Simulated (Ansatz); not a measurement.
# Li on Ta(110): change of the work function, part 3 of 4

Aim: the work function of Ta(110) at several coverages of Li (top site), and the dipole that each adsorbate carries.

Ansatz 0.2.0; plane-wave DFT, PBE-D3(BJ), Ansatz PAW.

So far, work function, upper face (eV): step 2 (the clean slab) 4.76; step 3 (17 atoms, coverage 0.25 ML, cell 2x2) 2.38.

**4. Adsorbate added, k-mesh 6×6×1, coverage 0.5 ML**

System of this step: Li/Ta(110). The cell holds 18 atoms: 16 Ta and 2 Li. Its edges and angles: a = 5.733 Å, b = 5.733 Å, c = 28.009 Å, α = 90.0°, β = 90.0°, γ = 70.5°. Vacuum lies along c.

Another coverage, to see how the dipoles act on each other as their distance changes.

Contents of input.yaml:

```yaml
crystal:
  lattice:
    - [4.6810468914, -3.31, 0.0]
    - [4.6810468914, 3.31, 0.0]
    - [0.0, 0.0, 28.0091894206]
  atoms:
    - { symbol: Ta, position: [0.0, 0.0, 0.3213231152] }
    - { symbol: Ta, position: [0.25, 0.25, 0.4048858136] }
    - { symbol: Ta, position: [0.0, 0.0, 0.4873171001] }
    - { symbol: Ta, position: [0.25, 0.25, 0.5669635484] }
    - { symbol: Ta, position: [0.0, 0.5, 0.3213231152] }
    - { symbol: Ta, position: [0.25, 0.75, 0.4048858136] }
    - { symbol: Ta, position: [0.0, 0.5, 0.4873171001] }
    - { symbol: Ta, position: [0.25, 0.75, 0.5669635484] }
    - { symbol: Ta, position: [0.5, 0.0, 0.3213231152] }
    - { symbol: Ta, position: [0.75, 0.25, 0.4048858136] }
    - { symbol: Ta, position: [0.5, 0.0, 0.4873171001] }
    - { symbol: Ta, position: [0.75, 0.25, 0.5669635484] }
    - { symbol: Ta, position: [0.5, 0.5, 0.3213231152] }
    - { symbol: Ta, position: [0.75, 0.75, 0.4048858136] }
    - { symbol: Ta, position: [0.5, 0.5, 0.4873171001] }
    - { symbol: Ta, position: [0.75, 0.75, 0.5669635484] }
    - { symbol: Li, position: [0.25, 0.25, 0.6786768848] }
    - { symbol: Li, position: [0.75, 0.75, 0.6786768848] }
kpoints:
  mp_grid: { grid: [6, 6, 1] }
hamiltonian:
  xc: pbe
  dispersion: d3bj
scf:
  occupations: { method: fermi_dirac, width: 0.1 }
  convergence: { dr2_threshold: 1.0e-08 }
efield:
  axis: 3
  dipole_correction: true
  ramp_position: 0.97
  ramp_width: 0.06
relax:
  f_tol: 0.02
  max_steps: 60
  constraints: [{ sites: [0, 1, 4, 5, 8, 9, 12, 13] }]
output:
  bader: true
  dos: { projected: true, e_range: [-8, 4] }
  write_potential: true
  write_density: true
  volumetric_format: npy
```

On the command line:

```
ansatz run input.yaml --threads 4 --pin off --max-ram 6144MiB --backend cpu --events-out ev --progress --plain --runs-dir out
```

Numbers of over 12 decimals in the logs are rounded to 6 here.

Output:

```text
[...]
Crystal: 18 atoms, lattice volume = 867.964 Å³
Basis set: ecut = 420 eV, 17005 PW (Γ), exchange–correlation on 80×80×384 points (8 copies of the dense FFT grid, shifted against one another)
Bands: 129, of which v1, the nominal top of the filled ones, is band 107 counted from 1 (106 counted from 0)
Symmetry: 8 space group operations
[...]
k-points: 13 of 36
[...]
SCF iter   1: F=—  HF=-159325.153906 eV  |F-HF|=—  |Δ(HF+E_count)|=         —  Δρ=7.01e-3  dr2=2.71e1  ethr=1.77e-3  p=0.577 e·Å  D=1.20e-1 V/Å  ΔV_dip=-3.37 eV  dr2_dipole=2.22e1  V_vac-E_F(+/−)=1.75/5.12 eV  ⟨swp⟩=14.5  Hψ=9547  notcnv=0
[...]
SCF iter  11: F=-159324.683046 eV  HF=-159324.683046 eV  |F-HF|=8.73e-10  |Δ(HF+E_count)|=   9.28e-9  Δρ=2.40e-7  dr2=1.09e-9  ethr=4.67e-12  p=0.343 e·Å  D=7.14e-2 V/Å  ΔV_dip=-2.00 eV  dr2_dipole=1.60e-10  V_vac-E_F(+/−)=2.80/4.80 eV  ⟨swp⟩=12.8  Hψ=11752  notcnv=0
SCF 1 converged in 11 iterations: F = -159324.683046 eV  dr2 = 1.09e-9
[...]
relax step   1: F+E_penalty+E_count = -159324.68304585 eV  Δ(F+E_penalty+E_count) = +0.000e0 eV  max|allowed force component| = 6.898e-1 eV/Å  Δτ_max = 0.0000 Å  (11 SCF iters, accepted)
[...]
SCF iter  11: F=-159325.023415 eV  HF=-159325.023415 eV  |F-HF|=3.84e-9  |Δ(HF+E_count)|=   2.17e-8  Δρ=3.01e-7  dr2=5.58e-9  ethr=4.67e-12  p=0.392 e·Å  D=8.16e-2 V/Å  ΔV_dip=-2.29 eV  dr2_dipole=1.49e-9  V_vac-E_F(+/−)=2.50/4.79 eV  ⟨swp⟩=12.9  Hψ=12583  notcnv=0
SCF 2 converged in 11 iterations: F = -159325.023415 eV  dr2 = 5.58e-9
relax step   2: F+E_penalty+E_count = -159325.02341517 eV  Δ(F+E_penalty+E_count) = -3.404e-1 eV  max|allowed force component| = 5.577e-1 eV/Å  Δτ_max = 0.1949 Å  (11 SCF iters, accepted)
[...]
SCF iter  10: F=-159325.185069 eV  HF=-159325.185069 eV  |F-HF|=1.28e-9  |Δ(HF+E_count)|=   7.36e-9  Δρ=2.63e-7  dr2=1.33e-9  ethr=1.70e-12  p=0.427 e·Å  D=8.90e-2 V/Å  ΔV_dip=-2.49 eV  dr2_dipole=4.34e-11  V_vac-E_F(+/−)=2.29/4.78 eV  ⟨swp⟩=12.0  Hψ=11337  notcnv=0
SCF 3 converged in 10 iterations: F = -159325.185069 eV  dr2 = 1.33e-9
relax step   3: F+E_penalty+E_count = -159325.18506930 eV  Δ(F+E_penalty+E_count) = -1.617e-1 eV  max|allowed force component| = 2.596e-1 eV/Å  Δτ_max = 0.1965 Å  (10 SCF iters, accepted)
[...]
relax step   4: F+E_penalty+E_count = -159325.24460620 eV  Δ(F+E_penalty+E_count) = -5.954e-2 eV  max|allowed force component| = 6.676e-2 eV/Å  Δτ_max = 0.1951 Å  (9 SCF iters, accepted)
SCF iter   1: F=—  HF=-159325.246980 eV  |F-HF|=—  |Δ(HF+E_count)|=         —  Δρ=5.18e-4  dr2=6.19e-3  ethr=3.20e-5  p=0.446 e·Å  D=9.30e-2 V/Å  ΔV_dip=-2.60 eV  dr2_dipole=2.62e-4  V_vac-E_F(+/−)=2.18/4.78 eV  ⟨swp⟩=2.2  Hψ=2791  notcnv=0  defer=1
[...]
SCF iter   7: F=-159325.246299 eV  HF=-159325.246299 eV  |F-HF|=4.60e-9  |Δ(HF+E_count)|=   2.37e-8  Δρ=4.15e-7  dr2=7.59e-9  ethr=4.67e-12  p=0.444 e·Å  D=9.26e-2 V/Å  ΔV_dip=-2.59 eV  dr2_dipole=2.72e-9  V_vac-E_F(+/−)=2.19/4.79 eV  ⟨swp⟩=10.9  Hψ=13671  notcnv=0
SCF 5 converged in 7 iterations: F = -159325.246299 eV  dr2 = 7.59e-9
relax step   5: F+E_penalty+E_count = -159325.24629896 eV  Δ(F+E_penalty+E_count) = -1.693e-3 eV  max|allowed force component| = 4.565e-3 eV/Å  Δτ_max = 0.0148 Å  (7 SCF iters, accepted)
[...]
SCF converged after 7 iterations
Free energy (F): -159325.246299 eV
[...]
Internal energy: -159324.513096 eV  (E = F + TS)
E sigma→0 (E₀):  -159324.879697 eV
Entropy (-TS):   -0.733203 eV (-40.734 meV/atom)
Fermi energy:    4.267013 eV
Dipole field:    D = 0.092612 V/Å  (p = 0.444229 e·Å, saw-weighted, corrected)
Work function:   Φ+ = 2.1915 eV   Φ− = 4.7855 eV
[...]
--- Forces (eV/Å), atoms counted from 1 ---
  atom   1  Ta    -0.00000000    -0.00000000     0.52160549
  atom   2  Ta     0.00000000     0.00000000    -0.57593183
  atom   3  Ta    -0.00000000    -0.00000000     0.00070857
  atom   4  Ta    -0.00000000     0.00000000     0.00226141
  atom   5  Ta    -0.00000000     0.00000000     0.52955582
  atom   6  Ta     0.00000000     0.00000000    -0.47546500
  atom   7  Ta     0.00000000     0.00000000    -0.00456511
  atom   8  Ta    -0.00000000    -0.00000000     0.00084067
  atom   9  Ta    -0.00000000     0.00000000     0.52955582
  atom  10  Ta     0.00000000     0.00000000    -0.47546500
  atom  11  Ta     0.00000000     0.00000000    -0.00456511
  atom  12  Ta    -0.00000000    -0.00000000     0.00084067
  atom  13  Ta    -0.00000000    -0.00000000     0.52160549
  atom  14  Ta     0.00000000     0.00000000    -0.57593183
  atom  15  Ta    -0.00000000    -0.00000000     0.00070857
  atom  16  Ta    -0.00000000     0.00000000     0.00226141
  atom  17  Li    -0.00000000    -0.00000000     0.00097840
  atom  18  Li    -0.00000000    -0.00000000     0.00097840
  max |Σ_I F_I| component: 2.31e-5 eV/Å
--- Band table (eV; the first three rows and the last of 13) ---
  k-point 0: bands = [... 103 lower, 4.4004, 4.4033, 4.6180, 4.7281, 4.8781, 5.0340, 5.2212, 5.2322, ... 18 higher]
  k-point 1: bands = [... 103 lower, 4.1889, 4.3105, 4.5105, 4.6114, 4.6628, 4.7948, 4.9397, 5.0256, ... 18 higher]
  k-point 2: bands = [... 103 lower, 3.9487, 4.0256, 4.0628, 4.1059, 4.2135, 4.2732, 4.3095, 4.3862, ... 18 higher]
  k-point 12: bands = [... 103 lower, 4.0832, 4.1390, 4.3610, 4.4084, 4.4286, 4.4435, 4.5801, 4.6094, ... 18 higher]
--- Relaxed structure (5 steps of the walk, 5 accepted, 0 SCFs on fresh bases) ---
  F+E_penalty+E_count = -159325.24629896 eV   max|allowed force component| = 4.565e-3 eV/Å
  atoms:
    - { symbol: Ta, position: [0.0, 0.0, 0.3213231152] }
    - { symbol: Ta, position: [0.250000, 0.250000, 0.404886] }
    - { symbol: Ta, position: [-1.8765348009051385e-19, -1.8765348009051332e-19, 0.488447] }
    - { symbol: Ta, position: [0.250000, 0.250000, 0.564716] }
    - { symbol: Ta, position: [-2.7755575615628914e-17, 0.5, 0.3213231152] }
    - { symbol: Ta, position: [0.25, 0.750000, 0.404886] }
    - { symbol: Ta, position: [-2.7755575615628914e-17, 0.5, 0.486171] }
    - { symbol: Ta, position: [0.25, 0.750000, 0.571251] }
    - { symbol: Ta, position: [0.5, -2.7755575615628914e-17, 0.3213231152] }
    - { symbol: Ta, position: [0.750000, 0.25, 0.404886] }
    - { symbol: Ta, position: [0.5, -2.7755575615628914e-17, 0.486171] }
    - { symbol: Ta, position: [0.750000, 0.25, 0.571251] }
    - { symbol: Ta, position: [0.500000, 0.500000, 0.3213231152] }
    - { symbol: Ta, position: [0.750000, 0.750000, 0.404886] }
    - { symbol: Ta, position: [0.500000, 0.500000, 0.488447] }
    - { symbol: Ta, position: [0.750000, 0.750000, 0.564716] }
    - { symbol: Li, position: [0.250000, 0.250000, 0.658266] }
    - { symbol: Li, position: [0.750000, 0.750000, 0.658266] }
--- Bader charges: 18 sites ---
  site symbol  charge [e]  shift [e]
     0     Ta     -0.1093     0.0000
     1     Ta      0.1001     0.0000
     2     Ta      0.1295     0.0000
     3     Ta     -0.7611     0.0005
     4     Ta     -0.1037     0.0000
     5     Ta      0.1103     0.0000
     6     Ta      0.0540     0.0000
     7     Ta     -0.2070     0.0001
     8     Ta     -0.1037     0.0000
     9     Ta      0.1103     0.0000
    10     Ta      0.0540     0.0000
    11     Ta     -0.2070     0.0001
    12     Ta     -0.1093     0.0000
    13     Ta      0.1002     0.0000
    14     Ta      0.1295     0.0000
    15     Ta     -0.7610     0.0005
    16     Li      0.7871     0.0005
    17     Li      0.7871     0.0005
  estimated error of the sums over rays = 7.6e-4 e
```

Elapsed: 5.3 min, on 4 threads of Arm Neoverse V1, shared host; peak memory 3 GiB.

Relaxation path:

```csv
step,energy less that of the first step (eV),largest force component (eV/Å)
1,0.0000,0.6898
2,-0.3404,0.5577
3,-0.5020,0.2596
4,-0.5616,0.0668
5,-0.5633,0.0046
```

The run keeps the 8 symmetry operations that it works with, so distortions that break them were not tested.

The atoms that moved most (Å):

```csv
atom,dx,dy,dz,length
Li18,0.000,0.000,-0.572,0.572
Li17,0.000,0.000,-0.572,0.572
Ta8,0.000,0.000,0.120,0.120
Ta12,0.000,0.000,0.120,0.120
Ta16,0.000,0.000,-0.063,0.063
Ta4,0.000,0.000,-0.063,0.063
Ta7,0.000,0.000,-0.032,0.032
Ta11,0.000,0.000,-0.032,0.032
```

The relaxed structure:

```xyz
18
Lattice="4.6810 -3.3100 0.0000 4.6810 3.3100 0.0000 0.0000 0.0000 28.0092" Properties=species:S:1:pos:R:3
Ta    0.0000    0.0000    9.0000
Ta    2.3405    0.0000   11.3405
Ta    0.0000    0.0000   13.6810
Ta    2.3405    0.0000   15.8172
Ta    2.3405    1.6550    9.0000
Ta    4.6810    1.6550   11.3405
Ta    2.3405    1.6550   13.6173
Ta    4.6810    1.6550   16.0003
Ta    2.3405   -1.6550    9.0000
Ta    4.6810   -1.6550   11.3405
Ta    2.3405   -1.6550   13.6173
Ta    4.6810   -1.6550   16.0003
Ta    4.6810    0.0000    9.0000
Ta    7.0216    0.0000   11.3405
Ta    4.6810    0.0000   13.6810
Ta    7.0216    0.0000   15.8172
Li    2.3405    0.0000   18.4375
Li    7.0216    0.0000   18.4375
```

Numbers from this step:

```yaml
energy_at_zero_smearing: -159324.8797 eV
work_function_upper_face: 2.192 eV
work_function_lower_face: 4.786 eV
dipole_along_the_normal: 0.4442 e·Å
step_between_the_vacuum_levels: -2.594 eV
```

The density of states has structure finer than the step of the table below, so its rows give means over 0.25 eV, whole bins alone (the curve runs from -8 to 1.89 eV). Peaks (eV: height): -1.620: 31.8, -1.560: 32.0, -1.470: 46.2, -1.410: 34.1, -1.260: 39.6, -1.050: 33.5, -0.270: 35.7.

Table of density of states by energy, zero at the Fermi level; means over each step:

```csv
energy (eV),density of states (states/eV a cell)
-7.75,0
-7.50,0.261
-7.25,0.898
-7.00,0.870
-6.75,0.943
-6.50,0.945
-6.25,1.75
-6.00,2.32
-5.75,2.41
-5.50,2.38
-5.25,1.47
-5.00,3.45
-4.75,4.44
-4.50,4.55
-4.25,7.19
-4.00,10.3
-3.75,10.8
-3.50,10.4
-3.25,14.6
-3.00,18.5
-2.75,15.1
-2.50,11.2
-2.25,9.83
-2.00,8.35
-1.75,14.7
-1.50,29.3
-1.25,30.5
-1.00,21.9
-0.75,23.3
-0.50,24.6
-0.25,27.8
0.00,22.8
0.25,16.9
0.50,13.5
0.75,13.1
1.00,16.8
1.25,11.8
1.50,11.5
1.75,13.0
```

Projected DOS per atom over height of the atomic layer and energy from the Fermi level. Layers: Ta4 Ta4 Ta4 Ta4 Li2 from below.

Values in states/eV, 22 rows by 5 columns, each cell a mean:
```
0.93 0.43 0.40 0.74 0.31
0.62 0.49 0.51 0.96 0.40
0.85 0.44 0.50 0.94 0.54
1.17 0.72 0.66 1.00 0.32
1.69 1.22 1.26 1.61 0.24
2.03 1.24 1.19 1.37 0.15
1.74 1.46 1.32 1.51 0.16
1.48 1.74 1.76 1.89 0.44
0.41 0.39 0.45 0.83 0.34
0.67 0.63 0.58 0.76 0.03
0.91 1.09 1.08 0.90 0.02
0.77 0.97 1.04 0.86 0.04
0.50 0.72 0.76 0.54 0.04
0.34 0.55 0.62 0.39 0.03
0.27 0.30 0.32 0.29 0.03
0.16 0.18 0.18 0.17 0.02
0.14 0.15 0.14 0.15 0.01
0.12 0.15 0.15 0.13 0.01
0.05 0.09 0.09 0.06 0.00
0.03 0.08 0.08 0.04 0.00
0.02 0.06 0.06 0.03 0.00
0.00 0.00 0.00 0.00 0.00
```
Columns: height of the atomic layer (Å) from 9 to 18.4 (not evenly spaced); rows upwards: energy from the Fermi level (eV) from -7.96 to 1.84.

The relaxation took 5 steps and lowered the energy by 0.56 eV; the largest force on the free atoms ends at 0.0046 eV/Å.

The covered face has 2.19 eV, -2.56 eV against the clean one; the bare back face has moved by -0.04 eV, a measure of how thin the slab is.

**5. The covered slab, k-mesh 11×11×1, coverage 1 ML**

System of this step: Li/Ta(110). The cell holds 5 atoms: 4 Ta and 1 Li. Its edges and angles: a = 2.867 Å, b = 2.867 Å, c = 28.009 Å, α = 90.0°, β = 90.0°, γ = 70.5°. Vacuum lies along c.

Another coverage, to see how the dipoles act on each other as their distance changes.

input.yaml, the sections that differ from step 4:

```yaml
crystal:
  lattice:
    - [2.3405234457, -1.655, 0.0]
    - [2.3405234457, 1.655, 0.0]
    - [0.0, 0.0, 28.0091894206]
  atoms:
    - { symbol: Ta, position: [0.0, 0.0, 0.3213231152] }
    - { symbol: Ta, position: [0.5, 0.5, 0.4048858136] }
    - { symbol: Ta, position: [0.0, 0.0, 0.4873171001] }
    - { symbol: Ta, position: [0.5, 0.5, 0.5669635484] }
    - { symbol: Li, position: [0.5, 0.5, 0.6786768848] }
kpoints:
  mp_grid: { grid: [11, 11, 1] }
relax:
  f_tol: 0.02
  max_steps: 60
  constraints: [{ sites: [0, 1] }]
output:
  bader: true
  write_potential: true
  write_density: true
  volumetric_format: npy
# hamiltonian, scf, efield: as in step 4
```

Output:

```text
[...]
Crystal: 5 atoms, lattice volume = 216.991 Å³
Basis set: ecut = 420 eV, 4247 PW (Γ), exchange–correlation on 40×40×384 points (8 copies of the dense FFT grid, shifted against one another)
Bands: 33, of which v1, the nominal top of the filled ones, is band 28 counted from 1 (27 counted from 0)
Symmetry: 4 space group operations
[...]
- { symbol: Ta, position: [0.500000, 0.500000, 0.566903] }
    - { symbol: Li, position: [0.500000, 0.500000, 0.663737] }
--- Bader charges: 5 sites ---
  site symbol  charge [e]  shift [e]
     0     Ta     -0.1033     0.0000
     1     Ta      0.1006     0.0000
     2     Ta      0.0939     0.0000
     3     Ta     -0.8349     0.0004
     4     Li      0.7437     0.0005
  estimated error of the sums over rays = 4.8e-4 e
[key lines of the parts left out:]
SCF converged after 8 iterations
Free energy (F): -39933.839683 eV
Fermi energy:    4.039479 eV
Dipole field:    D = 0.042175 V/Å  (p = 0.050575 e·Å, saw-weighted, corrected)
Work function:   Φ+ = 3.6440 eV   Φ− = 4.8253 eV
```

It took 43 s on 4 threads; peak memory 0.58 GiB.

Step by step:

```csv
step,energy less that of the first step (eV),largest force component (eV/Å)
1,0.0000,0.5011
2,-0.0866,0.2203
3,-0.1171,0.1033
4,-0.1182,0.0160
```

Forces are held to the 4 operations that the run works with; a distortion that breaks them can't arise in this run.

The atoms that moved most (Å):

```csv
atom,dx,dy,dz,length
Li5,0.000,0.000,-0.418,0.418
```

Final coordinates:

```xyz
5
Lattice="2.3405 -1.6550 0.0000 2.3405 1.6550 0.0000 0.0000 0.0000 28.0092" Properties=species:S:1:pos:R:3
Ta    0.0000    0.0000    9.0000
Ta    2.3405    0.0000   11.3405
Ta    0.0000    0.0000   13.6451
Ta    2.3405    0.0000   15.8785
Li    2.3405    0.0000   18.5907
```

The relaxation took 4 steps and lowered the energy by 0.12 eV; the largest force on the free atoms ends at 0.016 eV/Å.

The covered face has 3.64 eV, -1.11 eV against the clean one; the bare back face has moved by -0.00 eV, a measure of how thin the slab is.

**6. Work function against coverage**

This step: plane-wave DFT, PBE-D3(BJ), Ansatz PAW; work function against coverage (Ansatz 0.2.0).

The runs are now put side by side.

Numbers from this step:

| Item | Value |
| --- | --- |
| work function of the clean face | 4.756 eV |
| largest change of the work function | -2.565 eV |

Work function of the covered face against coverage:

```csv
coverage (adsorbates/nm²),work function of the covered face (eV)
0.00,4.76
3.23,2.38
6.45,2.19
12.91,3.64
```

The dipole per adsorbate comes from the change of the cell's dipole. Coverage, by row:

```csv
coverage (1/nm²),coverage (ML),work function (eV),change (eV),"dipole per adsorbate, positive end outwards (debye)",mean height of the added atoms over the highest substrate atom (Å)
3.227,0.25,2.383,-2.374,1.932,2.425
6.454,0.5,2.192,-2.565,1.039,2.437
12.91,1,3.644,-1.112,0.229,2.712
```

**7. The slab at 0.25 ML, atoms frozen**

This step: plane-wave DFT, PBE-D3(BJ), Ansatz PAW (Ansatz 0.2.0).

System of this step: Li/Ta(110). The cell holds 17 atoms: 16 Ta and 1 Li. Its edges and angles: a = 5.733 Å, b = 5.733 Å, c = 28.009 Å, α = 90.0°, β = 90.0°, γ = 70.5°. Vacuum lies along c.

To see where the charge goes, the covered slab, the bare substrate and the adsorbate layer are each run at the same frozen positions and on the same grid.

Contents of input.yaml:

```yaml
crystal:
  lattice:
    - [4.6810468914, -3.31, 0.0]
    - [4.6810468914, 3.31, 0.0]
    - [0.0, 0.0, 28.0091894206]
  atoms:
    - { symbol: Ta, position: [0.0, 0.0, 0.3213231152] }
    - { symbol: Ta, position: [0.25, 0.25, 0.4048858136] }
    - { symbol: Ta, position: [0.0005163985, 0.0005163985, 0.4876566481] }
    - { symbol: Ta, position: [0.25, 0.25, 0.5631144173] }
    - { symbol: Ta, position: [0.0, 0.5, 0.3213231152] }
    - { symbol: Ta, position: [0.25, 0.75, 0.4048858136] }
    - { symbol: Ta, position: [-0.0042285256, 0.5042285256, 0.4866231209] }
    - { symbol: Ta, position: [0.25, 0.75, 0.5690343118] }
    - { symbol: Ta, position: [0.5, 0.0, 0.3213231152] }
    - { symbol: Ta, position: [0.75, 0.25, 0.4048858136] }
    - { symbol: Ta, position: [0.5042285256, -0.0042285256, 0.4866231209] }
    - { symbol: Ta, position: [0.75, 0.25, 0.5690343118] }
    - { symbol: Ta, position: [0.5, 0.5, 0.3213231152] }
    - { symbol: Ta, position: [0.75, 0.75, 0.4048858136] }
    - { symbol: Ta, position: [0.4994836015, 0.4994836015, 0.4876566481] }
    - { symbol: Ta, position: [0.75, 0.75, 0.5698102861] }
    - { symbol: Li, position: [0.25, 0.25, 0.6563805031] }
kpoints:
  mp_grid: { grid: [6, 6, 1] }
hamiltonian:
  xc: pbe
  dispersion: d3bj
scf:
  occupations: { method: fermi_dirac, width: 0.1 }
  convergence: { dr2_threshold: 1.0e-08 }
efield:
  axis: 3
  dipole_correction: true
  ramp_position: 0.97
  ramp_width: 0.06
output:
  write_potential: true
  write_density: true
  volumetric_format: npy
```

Output:

```text
[...]
Crystal: 17 atoms, lattice volume = 867.964 Å³
Basis set: ecut = 420 eV, 17005 PW (Γ)
Bands: 127, of which v1, the nominal top of the filled ones, is band 106 counted from 1 (105 counted from 0)
Symmetry: 4 space group operations
[...]
k-points: 13 of 36
[...]
SCF iter   1: F=—  HF=-159120.328947 eV  |F-HF|=—  |Δ(HF+E_count)|=         —  Δρ=5.74e-3  dr2=1.05e1  ethr=1.77e-3  p=0.475 e·Å  D=9.91e-2 V/Å  ΔV_dip=-2.77 eV  dr2_dipole=4.78e0  V_vac-E_F(+/−)=2.28/5.06 eV  ⟨swp⟩=11.5  Hψ=8850  notcnv=0
[...]
SCF iter   9: F=-159120.186057 eV  HF=-159120.186057 eV  |F-HF|=1.25e-9  |Δ(HF+E_count)|=   2.69e-8  Δρ=4.52e-7  dr2=2.83e-9  ethr=4.74e-12  p=0.414 e·Å  D=8.63e-2 V/Å  ΔV_dip=-2.42 eV  dr2_dipole=7.50e-12  V_vac-E_F(+/−)=2.38/4.80 eV  ⟨swp⟩=11.5  Hψ=4968  notcnv=0
SCF 1 converged in 9 iterations: F = -159120.186057 eV  dr2 = 2.83e-9
[...]
SCF converged after 9 iterations
Free energy (F): -159120.186057 eV
[...]
Internal energy: -159119.471799 eV  (E = F + TS)
E sigma→0 (E₀):  -159119.828928 eV
Entropy (-TS):   -0.714259 eV (-42.015 meV/atom)
Fermi energy:    4.070101 eV
Dipole field:    D = 0.086287 V/Å  (p = 0.413891 e·Å, saw-weighted, corrected)
Work function:   Φ+ = 2.3833 eV   Φ− = 4.8002 eV
[...]
--- Band table (eV; the first three rows and the last of 13) ---
  k-point 0: bands = [... 102 lower, 4.2117, 4.3855, 4.5248, 4.6835, 4.9951, 5.0588, 5.0986, 5.1396, ... 17 higher]
  k-point 1: bands = [... 102 lower, 4.0302, 4.1641, 4.4546, 4.5549, 4.6696, 4.7096, 4.8523, 4.8649, ... 17 higher]
  k-point 2: bands = [... 102 lower, 3.7929, 3.8813, 3.8902, 3.9034, 4.0233, 4.1091, 4.1436, 4.2699, ... 17 higher]
  k-point 12: bands = [... 102 lower, 4.0103, 4.1553, 4.1870, 4.2208, 4.2267, 4.2347, 4.3483, 4.4389, ... 17 higher]
```

The job ended after 66 s (4 threads; peak memory 2.9 GiB).

Reading the cycles: dr2 is the Hartree energy of the density residual (eV), the measure of convergence; HF is the Harris–Foulkes estimate of the energy, which meets the free energy F at convergence.

This step gave:

```yaml
energy_at_zero_smearing: -159119.8289 eV
work_function_upper_face: 2.383 eV
work_function_lower_face: 4.800 eV
dipole_along_the_normal: 0.4139 e·Å
step_between_the_vacuum_levels: -2.417 eV
```

The work function of the upper face is 2.38 eV.

(Part 3 of 4 ends here.)

[Logs are printed without paths, hosts, clocks, repeated set-up lines and the standing remarks that a program may print on its own settings, such as how far it seeks lower states.]

[Hosts, paths, dates, database ids (printed as entryN), source tags and the programs' standing remarks are cut or masked in the printed files.]

[Maps of the electrostatic potential energy from Ansatz leave out the sawtooth potential of an applied field or a dipole correction, so their vacuum need not be flat; planar profiles and work functions include it.]
